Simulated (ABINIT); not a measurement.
# Mg3PbS (Pm-3m): zone-centre phonons, part 4 of 4

Which modes does Mg3PbS (Pm-3m) have at the zone centre?

ABINIT 10.8.3; DFT LDA, scalar-relativistic, plane waves, HGH norm-conserving pseudopotentials.

So far. Step 7 (Zone-centre response): The acoustic modes at Γ come out as far as 1.9 cm⁻¹ from zero, where they should vanish, a small numerical error. The lowest optical mode is imaginary, 116i cm⁻¹, an instability at this level and on this k mesh. Step 8 (Modes with the sum rule): The rule moves no optical mode by more than 0.1 cm⁻¹. The relaxed cell has a = 4.752 Å (conventional setting).

The structure was built from a prototype and need not be the compound's stable phase.

## Step 9: Sum rules set otherwise (asr 0)

Without the rule the raw error of the acoustic modes shows.

The input, anaddb.abi:

```
ddb_filepath "gamma_DDB"
output_file "anaddb.abo"
outdata_prefix "anaddb"
asr 0
chneut 0
enunit 2
eivec 1
nph1l 1
qph1l 0.0 0.0 0.0 1.0
```

The input, mrgddb.in:

```
gamma_DDB
merged
2
dfpt_gammao_DDB
gso_DDB
```

Launch:

```
> mrgddb < mrgddb.in > mrgddb.log
> OMP_NUM_THREADS=1 anaddb anaddb.abi > anaddb.log
```

anaddb.abo, the main output file:

```text
-outvars_anaddb: echo values of input variables ----------------------

 Miscellaneous information :
      enunit         2
       eivec         1
      chneut         0
 First list of wavevector (reduced coord.) :
       nph1l         1
       qph1l
                     0.00000000E+00  0.00000000E+00  0.00000000E+00    1.000E+00

================================================================================

 read the DDB information and perform some checks

  ==== Info on the Cryst% object ====
 Real(R)+Recip(G) space primitive vectors, cartesian coordinates (Bohr,Bohr^-1):
 R(1)=  8.9803488  0.0000000  0.0000000  G(1)=  0.1113542  0.0000000  0.0000000
 R(2)=  0.0000000  8.9803488  0.0000000  G(2)=  0.0000000  0.1113542  0.0000000
 R(3)=  0.0000000  0.0000000  8.9803488  G(3)=  0.0000000  0.0000000  0.1113542
 Unit cell volume ucvol=  7.2423519E+02 bohr^3
 Angles (23,13,12)=  9.00000000E+01  9.00000000E+01  9.00000000E+01 degrees
 Time-reversal symmetry is present
 Reduced atomic positions [iatom, xred, symbol]:
    1)    0.0000000  0.0000000  0.0000000  Pb
    2)    0.5000000  0.5000000  0.5000000   S
    3)    0.5000000  0.5000000  0.0000000  Mg
    4)    0.5000000  0.0000000  0.5000000  Mg
    5)    0.0000000  0.5000000  0.5000000  Mg

 DDB file with 3 blocks has been read.

================================================================================

 Treat the first list of vectors

  Phonon wavevector (reduced coordinates) :  0.00000  0.00000  0.00000
 Phonon energies in Hartree :
  -5.289426E-04 -5.289426E-04 -5.289426E-04 -4.459845E-04 -4.459845E-04
  -4.459845E-04  8.674781E-06  8.674781E-06  8.674782E-06  3.629183E-04
   3.629183E-04  3.629183E-04  1.953412E-03  1.953412E-03  1.953412E-03
 Phonon energies in meV     :
- -1.439326E+01 -1.439326E+01 -1.439326E+01 -1.213586E+01 -1.213586E+01
- -1.213586E+01  2.360528E-01  2.360528E-01  2.360528E-01  9.875511E+00
-  9.875511E+00  9.875511E+00  5.315505E+01  5.315505E+01  5.315505E+01
 Phonon frequencies in cm-1    :
- -1.160895E+02 -1.160895E+02 -1.160895E+02 -9.788229E+01 -9.788229E+01
- -9.788229E+01  1.903894E+00  1.903894E+00  1.903894E+00  7.965137E+01
-  7.965137E+01  7.965137E+01  4.287244E+02  4.287244E+02  4.287244E+02
 Phonon frequencies in Thz     :
- -3.480275E+00 -3.480275E+00 -3.480275E+00 -2.934437E+00 -2.934437E+00
- -2.934437E+00  5.707731E-02  5.707732E-02  5.707732E-02  2.387888E+00
-  2.387888E+00  2.387888E+00  1.285283E+01  1.285283E+01  1.285283E+01
 Phonon energies in Kelvin  :
- -1.670269E+02 -1.670269E+02 -1.670269E+02 -1.408308E+02 -1.408308E+02
- -1.408308E+02  2.739279E+00  2.739279E+00  2.739279E+00  1.146005E+02
-  1.146005E+02  1.146005E+02  6.168387E+02  6.168387E+02  6.168387E+02

 Eigendisplacements
 (will be given, for each mode : in cartesian coordinates
   for each atom the real part of the displacement vector,
   then the imaginary part of the displacement vector - absolute values smaller than 1.0d-7 are set to zero)
  Mode number    1   Energy   -5.289426E-04
 Attention : low frequency mode.
   (Could be unstable or acoustic mode)
-  1  0.00000000E+00  0.00000000E+00 -2.35449277E-04
-     0.00000000E+00  0.00000000E+00  0.00000000E+00
-  2  0.00000000E+00  0.00000000E+00 -1.87688983E-03
-     0.00000000E+00  0.00000000E+00  0.00000000E+00
-  3  0.00000000E+00  0.00000000E+00 -1.17781416E-03
-     0.00000000E+00  0.00000000E+00  0.00000000E+00
-  4  0.00000000E+00  0.00000000E+00  2.83401142E-03
-     0.00000000E+00  0.00000000E+00  0.00000000E+00
-  5  0.00000000E+00  0.00000000E+00  2.83401142E-03
-     0.00000000E+00  0.00000000E+00  0.00000000E+00
  Mode number    2   Energy   -5.289426E-04
 Attention : low frequency mode.
   (Could be unstable or acoustic mode)
-  1  0.00000000E+00  2.35449277E-04  0.00000000E+00
-     0.00000000E+00  0.00000000E+00  0.00000000E+00
-  2  0.00000000E+00  1.87688983E-03  0.00000000E+00
-     0.00000000E+00  0.00000000E+00  0.00000000E+00
-  3  0.00000000E+00 -2.83401142E-03  0.00000000E+00
-     0.00000000E+00  0.00000000E+00  0.00000000E+00
-  4  0.00000000E+00  1.17781416E-03  0.00000000E+00
-     0.00000000E+00  0.00000000E+00  0.00000000E+00
-  5  0.00000000E+00 -2.83401142E-03  0.00000000E+00
-     0.00000000E+00  0.00000000E+00  0.00000000E+00
  Mode number    3   Energy   -5.289426E-04
 Attention : low frequency mode.
   (Could be unstable or acoustic mode)
-  1  2.35449277E-04  0.00000000E+00  0.00000000E+00
-     0.00000000E+00  0.00000000E+00  0.00000000E+00
-  2  1.87688983E-03  0.00000000E+00  0.00000000E+00
-     0.00000000E+00  0.00000000E+00  0.00000000E+00
-  3 -2.83401142E-03  0.00000000E+00  0.00000000E+00
-     0.00000000E+00  0.00000000E+00  0.00000000E+00
-  4 -2.83401142E-03  0.00000000E+00  0.00000000E+00
-     0.00000000E+00  0.00000000E+00  0.00000000E+00
-  5  1.17781416E-03  0.00000000E+00  0.00000000E+00
-     0.00000000E+00  0.00000000E+00  0.00000000E+00
  Mode number    4   Energy   -4.459845E-04
 Attention : low frequency mode.
   (Could be unstable or acoustic mode)
-  1  0.00000000E+00  0.00000000E+00  0.00000000E+00
-     0.00000000E+00  0.00000000E+00  0.00000000E+00
-  2  0.00000000E+00  0.00000000E+00  0.00000000E+00
-     0.00000000E+00  0.00000000E+00  0.00000000E+00
-  3  0.00000000E+00  0.00000000E+00  0.00000000E+00
-     0.00000000E+00  0.00000000E+00  0.00000000E+00
-  4  0.00000000E+00  0.00000000E+00 -3.35936458E-03
-     0.00000000E+00  0.00000000E+00  0.00000000E+00
-  5  0.00000000E+00  0.00000000E+00  3.35936458E-03
-     0.00000000E+00  0.00000000E+00  0.00000000E+00
  Mode number    5   Energy   -4.459845E-04
 Attention : low frequency mode.
   (Could be unstable or acoustic mode)
-  1  0.00000000E+00  0.00000000E+00  0.00000000E+00
-     0.00000000E+00  0.00000000E+00  0.00000000E+00
-  2  0.00000000E+00  0.00000000E+00  0.00000000E+00
-     0.00000000E+00  0.00000000E+00  0.00000000E+00
-  3  0.00000000E+00  3.35936458E-03  0.00000000E+00
-     0.00000000E+00  0.00000000E+00  0.00000000E+00
-  4  0.00000000E+00  0.00000000E+00  0.00000000E+00
-     0.00000000E+00  0.00000000E+00  0.00000000E+00
-  5  0.00000000E+00 -3.35936458E-03  0.00000000E+00
-     0.00000000E+00  0.00000000E+00  0.00000000E+00
  Mode number    6   Energy   -4.459845E-04
 Attention : low frequency mode.
   (Could be unstable or acoustic mode)
-  1  0.00000000E+00  0.00000000E+00  0.00000000E+00
-     0.00000000E+00  0.00000000E+00  0.00000000E+00
-  2  0.00000000E+00  0.00000000E+00  0.00000000E+00
-     0.00000000E+00  0.00000000E+00  0.00000000E+00
-  3  3.35936458E-03  0.00000000E+00  0.00000000E+00
-     0.00000000E+00  0.00000000E+00  0.00000000E+00
-  4 -3.35936458E-03  0.00000000E+00  0.00000000E+00
-     0.00000000E+00  0.00000000E+00  0.00000000E+00
-  5  0.00000000E+00  0.00000000E+00  0.00000000E+00
-     0.00000000E+00  0.00000000E+00  0.00000000E+00
  Mode number    7   Energy    8.674781E-06
 Attention : low frequency mode.
   (Could be unstable or acoustic mode)
-  1  0.00000000E+00  0.00000000E+00 -1.32662830E-03
-     0.00000000E+00  0.00000000E+00  0.00000000E+00
-  2  0.00000000E+00  0.00000000E+00 -1.32386269E-03
-     0.00000000E+00  0.00000000E+00  0.00000000E+00
-  3  0.00000000E+00  0.00000000E+00 -1.32393845E-03
-     0.00000000E+00  0.00000000E+00  0.00000000E+00
-  4  0.00000000E+00  0.00000000E+00 -1.32327140E-03
-     0.00000000E+00  0.00000000E+00  0.00000000E+00
-  5  0.00000000E+00  0.00000000E+00 -1.32327140E-03
-     0.00000000E+00  0.00000000E+00  0.00000000E+00
  Mode number    8   Energy    8.674781E-06
 Attention : low frequency mode.
   (Could be unstable or acoustic mode)
-  1  0.00000000E+00  1.32662830E-03  0.00000000E+00
-     0.00000000E+00  0.00000000E+00  0.00000000E+00
-  2  0.00000000E+00  1.32386269E-03  0.00000000E+00
-     0.00000000E+00  0.00000000E+00  0.00000000E+00
-  3  0.00000000E+00  1.32327140E-03  0.00000000E+00
-     0.00000000E+00  0.00000000E+00  0.00000000E+00
-  4  0.00000000E+00  1.32393845E-03  0.00000000E+00
-     0.00000000E+00  0.00000000E+00  0.00000000E+00
-  5  0.00000000E+00  1.32327140E-03  0.00000000E+00
-     0.00000000E+00  0.00000000E+00  0.00000000E+00
  Mode number    9   Energy    8.674782E-06
 Attention : low frequency mode.
   (Could be unstable or acoustic mode)
-  1  1.32662830E-03  0.00000000E+00  0.00000000E+00
-     0.00000000E+00  0.00000000E+00  0.00000000E+00
-  2  1.32386269E-03  0.00000000E+00  0.00000000E+00
-     0.00000000E+00  0.00000000E+00  0.00000000E+00
-  3  1.32327140E-03  0.00000000E+00  0.00000000E+00
-     0.00000000E+00  0.00000000E+00  0.00000000E+00
-  4  1.32327140E-03  0.00000000E+00  0.00000000E+00
-     0.00000000E+00  0.00000000E+00  0.00000000E+00
-  5  1.32393845E-03  0.00000000E+00  0.00000000E+00
-     0.00000000E+00  0.00000000E+00  0.00000000E+00
  Mode number   10   Energy    3.629183E-04
-  1  0.00000000E+00  0.00000000E+00 -9.12180598E-04
-     0.00000000E+00  0.00000000E+00  0.00000000E+00
-  2  0.00000000E+00  0.00000000E+00  2.37827761E-03
-     0.00000000E+00  0.00000000E+00  0.00000000E+00
-  3  0.00000000E+00  0.00000000E+00  2.27737458E-03
-     0.00000000E+00  0.00000000E+00  0.00000000E+00
-  4  0.00000000E+00  0.00000000E+00  1.18921765E-03
-     0.00000000E+00  0.00000000E+00  0.00000000E+00
-  5  0.00000000E+00  0.00000000E+00  1.18921765E-03
-     0.00000000E+00  0.00000000E+00  0.00000000E+00
  Mode number   11   Energy    3.629183E-04
-  1  0.00000000E+00 -9.12180598E-04  0.00000000E+00
-     0.00000000E+00  0.00000000E+00  0.00000000E+00
-  2  0.00000000E+00  2.37827761E-03  0.00000000E+00
-     0.00000000E+00  0.00000000E+00  0.00000000E+00
-  3  0.00000000E+00  1.18921765E-03  0.00000000E+00
-     0.00000000E+00  0.00000000E+00  0.00000000E+00
-  4  0.00000000E+00  2.27737458E-03  0.00000000E+00
-     0.00000000E+00  0.00000000E+00  0.00000000E+00
-  5  0.00000000E+00  1.18921765E-03  0.00000000E+00
-     0.00000000E+00  0.00000000E+00  0.00000000E+00
  Mode number   12   Energy    3.629183E-04
-  1  9.12180598E-04  0.00000000E+00  0.00000000E+00
-     0.00000000E+00  0.00000000E+00  0.00000000E+00
-  2 -2.37827761E-03  0.00000000E+00  0.00000000E+00
-     0.00000000E+00  0.00000000E+00  0.00000000E+00
-  3 -1.18921765E-03  0.00000000E+00  0.00000000E+00
-     0.00000000E+00  0.00000000E+00  0.00000000E+00
-  4 -1.18921765E-03  0.00000000E+00  0.00000000E+00
-     0.00000000E+00  0.00000000E+00  0.00000000E+00
-  5 -2.27737458E-03  0.00000000E+00  0.00000000E+00
-     0.00000000E+00  0.00000000E+00  0.00000000E+00
  Mode number   13   Energy    1.953412E-03
-  1  0.00000000E+00  0.00000000E+00  1.15753920E-05
-     0.00000000E+00  0.00000000E+00  0.00000000E+00
-  2  0.00000000E+00  0.00000000E+00 -2.48521729E-03
-     0.00000000E+00  0.00000000E+00  0.00000000E+00
-  3  0.00000000E+00  0.00000000E+00  3.77414448E-03
-     0.00000000E+00  0.00000000E+00  0.00000000E+00
-  4  0.00000000E+00  0.00000000E+00 -2.97361468E-04
-     0.00000000E+00  0.00000000E+00  0.00000000E+00
-  5  0.00000000E+00  0.00000000E+00 -2.97361468E-04
-     0.00000000E+00  0.00000000E+00  0.00000000E+00
  Mode number   14   Energy    1.953412E-03
-  1  0.00000000E+00 -1.15753920E-05  0.00000000E+00
-     0.00000000E+00  0.00000000E+00  0.00000000E+00
-  2 -1.35324770E-07  2.48521729E-03  0.00000000E+00
-     0.00000000E+00  0.00000000E+00  0.00000000E+00
-  3  0.00000000E+00  2.97361468E-04  0.00000000E+00
-     0.00000000E+00  0.00000000E+00  0.00000000E+00
-  4  0.00000000E+00 -3.77414447E-03  0.00000000E+00
-     0.00000000E+00  0.00000000E+00  0.00000000E+00
-  5  2.05509286E-07  2.97361468E-04  0.00000000E+00
-     0.00000000E+00  0.00000000E+00  0.00000000E+00
  Mode number   15   Energy    1.953412E-03
-  1  1.15753920E-05  0.00000000E+00  0.00000000E+00
-     0.00000000E+00  0.00000000E+00  0.00000000E+00
-  2 -2.48521729E-03 -1.35324770E-07  0.00000000E+00
-     0.00000000E+00  0.00000000E+00  0.00000000E+00
-  3 -2.97361468E-04  0.00000000E+00  0.00000000E+00
-     0.00000000E+00  0.00000000E+00  0.00000000E+00
-  4 -2.97361468E-04  2.05509286E-07  0.00000000E+00
-     0.00000000E+00  0.00000000E+00  0.00000000E+00
-  5  3.77414447E-03  0.00000000E+00  0.00000000E+00
-     0.00000000E+00  0.00000000E+00  0.00000000E+00

 Analysis of degeneracies and characters (maximum tolerance=1.00E-06 a.u.)
 For each vibration mode, or group of modes if degenerate,
 the characters are given for each symmetry operation (see the list in the log file).
 Symmetry characters of vibration mode #   1
       degenerate with vibration modes #   2 to    3
  3.0 -3.0 -1.0  1.0 -1.0  1.0 -1.0  1.0  1.0 -1.0 -1.0  1.0  1.0 -1.0 -1.0  1.0
  0.0 -0.0  0.0 -0.0 -0.0  0.0 -0.0  0.0  1.0 -1.0 -1.0  1.0 -1.0  1.0  1.0 -1.0
  0.0 -0.0 -0.0  0.0 -0.0  0.0  0.0 -0.0  1.0 -1.0  1.0 -1.0 -1.0  1.0 -1.0  1.0
 Symmetry characters of vibration mode #   4
       degenerate with vibration modes #   5 to    6
  3.0 -3.0 -1.0  1.0 -1.0  1.0 -1.0  1.0 -1.0  1.0  1.0 -1.0 -1.0  1.0  1.0 -1.0
  0.0 -0.0  0.0 -0.0 -0.0  0.0 -0.0  0.0 -1.0  1.0  1.0 -1.0  1.0 -1.0 -1.0  1.0
  0.0 -0.0 -0.0  0.0 -0.0  0.0  0.0 -0.0 -1.0  1.0 -1.0  1.0  1.0 -1.0  1.0 -1.0
 Symmetry characters of vibration mode #   7
       degenerate with vibration modes #   8 to    9
  3.0 -3.0 -1.0  1.0 -1.0  1.0 -1.0  1.0  1.0 -1.0 -1.0  1.0  1.0 -1.0 -1.0  1.0
  0.0 -0.0  0.0 -0.0 -0.0  0.0 -0.0  0.0  1.0 -1.0 -1.0  1.0 -1.0  1.0  1.0 -1.0
  0.0 -0.0 -0.0  0.0 -0.0  0.0  0.0 -0.0  1.0 -1.0  1.0 -1.0 -1.0  1.0 -1.0  1.0
 Symmetry characters of vibration mode #  10
       degenerate with vibration modes #  11 to   12
  3.0 -3.0 -1.0  1.0 -1.0  1.0 -1.0  1.0  1.0 -1.0 -1.0  1.0  1.0 -1.0 -1.0  1.0
  0.0 -0.0  0.0 -0.0 -0.0  0.0 -0.0  0.0  1.0 -1.0 -1.0  1.0 -1.0  1.0  1.0 -1.0
  0.0 -0.0 -0.0  0.0 -0.0  0.0  0.0 -0.0  1.0 -1.0  1.0 -1.0 -1.0  1.0 -1.0  1.0
 Symmetry characters of vibration mode #  13
       degenerate with vibration modes #  14 to   15
  3.0 -3.0 -1.0  1.0 -1.0  1.0 -1.0  1.0  1.0 -1.0 -1.0  1.0  1.0 -1.0 -1.0  1.0
  0.0 -0.0  0.0 -0.0 -0.0  0.0 -0.0  0.0  1.0 -1.0 -1.0  1.0 -1.0  1.0  1.0 -1.0
  0.0 -0.0 -0.0  0.0 -0.0  0.0  0.0 -0.0  1.0 -1.0  1.0 -1.0 -1.0  1.0 -1.0  1.0
-
```

Run time: 0.5 s. Hardware: 1 thread of Arm Neoverse V1, shared host.

Zone-centre frequencies as printed; negative means imaginary. Modes:

| mode | frequency (cm⁻¹) |
| --- | --- |
| 1 | -116.1 |
| 2 | -116.1 |
| 3 | -116.1 |
| 4 | -97.88 |
| 5 | -97.88 |
| 6 | -97.88 |
| 7 | 1.9 |
| 8 | 1.9 |
| 9 | 1.9 |
| 10 | 79.65 |
| 11 | 79.65 |
| 12 | 79.65 |
| 13 | 428.7 |
| 14 | 428.7 |
| 15 | 428.7 |

## Step 10: Outcome

```yaml
space_group_after_relaxation: Pm-3m
volume_per_atom: 21.5 Å³
highest_optical_zone_centre_mode_no_lo_to_term: 428.7 cm⁻¹
lowest_optical_zone_centre_mode: -116.1 cm⁻¹
imaginary_optical_modes_at_the_zone_centre_no_q_mesh_in_this_session: yes
```

In words: At the LDA level the optical modes of Mg3PbS (Pm-3m) at the zone centre run from 116i to 429 cm⁻¹, so the structure is a saddle point, with 6 modes beyond 10i cm⁻¹ there. These are harmonic frequencies at zero temperature: anharmonic shifts and linewidths and thermal expansion are left out. Spin-orbit coupling is left out, which can matter for the heavy elements here. The HGH files keep few electrons and have no core correction, which is cheap but rough for Mg and Pb. In a metal the frequencies hang on the k mesh and the smearing, most of all near Kohn anomalies. The structure is a hypothetical one, built on a prototype.

[Host names and launcher messages were left out of these logs when they were recorded.]

[Logs are printed without paths, hosts, clocks, repeated set-up lines and the standing remarks that a program may print on its own settings, such as how far it seeks lower states.]

[Hosts, paths, dates, database ids (printed as entryN), source tags and the programs' standing remarks are cut or masked in the printed files.]
